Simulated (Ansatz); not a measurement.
# How SiC (Moissanite) absorbs and reflects light, part 2 of 2

What colour and refractive index does SiC (Moissanite) have at this level of theory?

Ansatz 0.2.0; DFT, PBE, plane-wave PAW, default files, scalar-relativistic, independent-particle optical response without local fields.

So far, electronic dielectric constant ε∞, mean over x, y and z (by symmetry where fewer were run): step 3 (spectrum) 7.29.

## (4) Static response with local fields

Perturbation theory gives the static response with local fields and the functional's kernel, and it needs no empty bands.

This step: DFT, PBE, plane-wave PAW, default files, scalar-relativistic, static field response by perturbation theory with local fields (Ansatz 0.2.0).

Input file input.yaml:

```yaml
crystal:
  lattice:
    - [3.076, 0.0, 0.0]
    - [-1.538, 2.663894142, 0.0]
    - [0.0, 0.0, 5.048]
  atoms:
    - { symbol: Si, position: [0.6666666667, 0.3333333333, 0.5] }
    - { symbol: Si, position: [0.3333333333, 0.6666666667, 0.0] }
    - { symbol: C, position: [0.6666666667, 0.3333333333, 0.885] }
    - { symbol: C, position: [0.3333333333, 0.6666666667, 0.385] }
kpoints:
  mp_grid: { grid: [8, 8, 5] }
scf:
  occupations: { method: fixed }
hamiltonian:
  xc: pbe
  pseudopotentials: { kind: paw }
dielectric: {}
```

Started as:

```console
$ ansatz run input.yaml --threads 4 --pin off --max-ram 8192MiB --backend cpu --events-out ev --progress --plain --runs-dir out
```

Numbers of over 12 decimals in the logs are rounded to 6 here.

Output:

```text
[...]
Crystal: 4 atoms, lattice volume = 41.364 Å³
Basis set: ecut = 420 eV, 785 PW (Γ), exchange–correlation on 48×48×72 points (8 copies of the dense FFT grid, shifted against one another)
Bands: 12, of which v1, the nominal top of the filled ones, is band 8 counted from 1 (7 counted from 0)
Symmetry: 12 space group operations
k-points: 93 of 320 (irreducible under 2 space group operations, time reversal used)
[...]
SCF iter   1: F=—  HF=-1774.264902 eV  |F-HF|=—  |Δ(HF+E_count)|=         —  Δρ=2.40e-3  dr2=2.54e-3  ethr=1.77e-3  ⟨swp⟩=4.4  Hψ=6456  notcnv=0  defer=181
[...]
SCF iter   7: F=-1774.264894 eV  HF=-1774.264894 eV  |F-HF|=7.73e-12  |Δ(HF+E_count)|=  1.78e-10  Δρ=1.17e-7  dr2=3.34e-12  ethr=1.00e-12  ⟨swp⟩=3.6  Hψ=4068  notcnv=0
SCF 1 converged in 7 iterations: F = -1774.264894 eV  dr2 = 3.34e-12
[...]
DFPT response loops at Γ: preconditioner auto → Resta (q_TF=auto, 2.329 Å⁻¹)  ε∞=4.8 (no band partly filled); β = 1.00, the filter's whole step (`scf.mixing.beta` (0.50) is not read by the response loops at its default; to damp them type it under 1.00, their step now; it binds the ground state too); Broyden in place of MSR1
── the response to a field inside a basis, on 8×8×6 k-points: an SCF that follows is theirs, and a resumed run solves both again ──
Bands: 9, of which v1, the nominal top of the filled ones, is band 8 counted from 1 (7 counted from 0)
k-points: 60 of 384 (irreducible under 4 space group operations, time reversal used)
[...]
Eigensolver: Dense (60 Hₖ)
SCF iter   1: F=—  HF=-1774.266283 eV  |F-HF|=—  |Δ(HF+E_count)|=         —  Δρ=2.64e-4  dr2=4.95e-6  ethr=1.00e-1
[...]
SCF iter   3: F=-1774.266291 eV  HF=-1774.266291 eV  |F-HF|=1.26e-9  |Δ(HF+E_count)|=   1.93e-6  Δρ=3.36e-6  dr2=1.65e-9  ethr=7.55e-9
SCF 1 converged in 3 iterations: F = -1774.266291 eV  dr2 = 1.65e-9
[...]
SCF converged after 7 iterations
Free energy (F): -1774.264894 eV
[...]
Internal energy: -1774.264894 eV  (E = F + TS)
E sigma→0 (E₀):  -1774.264894 eV
Fermi energy:    9.784123 eV
[...]
--- Band table (eV; the first three rows and the last of 93) ---
  k-point 0: bands = [... 4 lower, 8.2273, 9.5073, 9.5073, 9.7841, 14.4016, 15.7946, 16.2904, 16.2904]
  k-point 1: bands = [... 4 lower, 8.3335, 8.7103, 9.3663, 9.3663, 14.5816, 16.3595, 16.3595, 16.5982]
  k-point 2: bands = [... 4 lower, 8.6253, 8.6253, 9.0183, 9.0183, 15.1089, 15.9268, 16.6739, 16.6739]
  k-point 92: bands = [... 4 lower, 4.6323, 5.3262, 6.9920, 8.1072, 14.3846, 14.5333, 16.4641, 16.6346]
--- Dielectric response (ions clamped): 3 representative field directions + reference, inside a basis on a mesh of 384 k-points (Σ response iterations 12) ---
  ε∞ (high-frequency dielectric tensor):
        6.861732     0.000000     0.000000
        0.000000     6.861732     0.000000
        0.000000     0.000000     7.444700
  Born effective charges Z* (e; rows j = field, columns β = displacement):
    site 0:
         2.68038   -0.00000    0.00000
         0.00000    2.68038    0.00000
         0.00000    0.00000    2.92533
    site 1:
         2.68038   -0.00000    0.00000
         0.00000    2.68038    0.00000
         0.00000   -0.00000    2.92533
    site 2:
        -2.68038    0.00000    0.00000
        -0.00000   -2.68038   -0.00000
        -0.00000   -0.00000   -2.92533
    site 3:
        -2.68038   -0.00000   -0.00000
         0.00000   -2.68038   -0.00000
         0.00000    0.00000   -2.92533
  Z* charge neutrality: 1.669e-2 e pre-enforcement
  solved inside a basis spanned on kpoints, on 8×8×6 k-points, its susceptibility summed on 16×16×8: ε∞ is read to err by 4.3e-2, Z* by 3.0e-2 e (field_mesh: kpoints solves on kpoints); Z* is corrected for what the basis lacks
```

The job ended after 12 s (4 threads of Arm Neoverse V2, shared host; peak memory 0.61 GiB; 44 s of CPU time).

Numbers from this step:

```
electronic dielectric constant ε∞, mean over x, y and z (by symmetry where fewer were run) : 7.056
```

ε∞ with local fields:

```
6.86 0.00 0.00
0.00 6.86 0.00
0.00 0.00 7.44
```

Diagonal elements. Born, by row:

```
atom  Z*xx (e)  Z*yy (e)  Z*zz (e)
 Si1      2.68      2.68     2.925
 Si2      2.68      2.68     2.925
  C3     -2.68     -2.68    -2.925
  C4     -2.68     -2.68    -2.925
```

Mean Born charges are Si +2.76 and C -2.76, against formal valences of +4 and -4. They fall short of the ionic values, as in covalent bonds.

## (5) Summary of results

```json
{"gap on the path": "2.32 eV", "least direct gap on the path": "4.08 eV", "electronic dielectric constant ε∞, mean over x, y and z (by symmetry where fewer were run) (independent particles)": "7.29", "absorption onset, first axis (α over 10⁴ cm⁻¹, or the direct gap if that lies higher)": "4.65 eV", "main peak of Im epsilon, first axis": "6.48 eV", "electronic dielectric constant ε∞, mean over x, y and z (by symmetry where fewer were run) (static response with local fields)": "7.06"}
```

**Reading.** At this level (PBE, independent particles) SiC has a mean ε∞ = 7.29 (7.06 with local fields) and n = 2.68 at 1550 nm (E ∥ x); absorption sets in near 4.6 eV, and Im ε peaks at 6.5 eV (E ∥ x). The gap is indirect (2.32 eV), so absorption without phonons can begin only at the direct gap of 4.08 eV. The absorption coefficient passes 10⁴ cm⁻¹ only at 4.65 eV, 0.57 eV above the least direct gap: the lowest transitions are weak or forbidden for this polarisation, or few states take part. Distinct maxima of Im ε, read by a parabola through the highest points, lie at 6.48 eV (22) and 8.08 eV (13) for E ∥ x or y. The static values by axis are 7.11 (xy), 7.67 (z). The f-sum over the summed bands holds 13.5 of the cell's 16 electrons outside the frozen cores, 2 of which lie in bands more than 12 eV below the Fermi level, whose transitions come at higher energies. Up to 20 eV the strength has a mean oscillator energy of 8.3 eV, well above the main peak, so higher transitions carry much of it. Through 1 µm of it, D65 light comes out colourless, dimmed by reflection (x = 0.315, y = 0.331; 63 % transmitted). At 1064 nm the birefringence n(z) − n(x) is +0.109: the crystal is uniaxial positive at this level. In the base spectrum excitons and phonon-assisted transitions are missing, and so are local fields; PBE gaps are as a rule too small, which pulls the onset down and ε∞ up. In the base run ε includes the program's bounded estimate of what the bands above those summed add.

[Logs are printed without paths, hosts, clocks, repeated set-up lines and the standing remarks that a program may print on its own settings, such as how far it seeks lower states.]

[Hosts, paths, dates, database ids (printed as entryN), source tags and the programs' standing remarks are cut or masked in the printed files.]
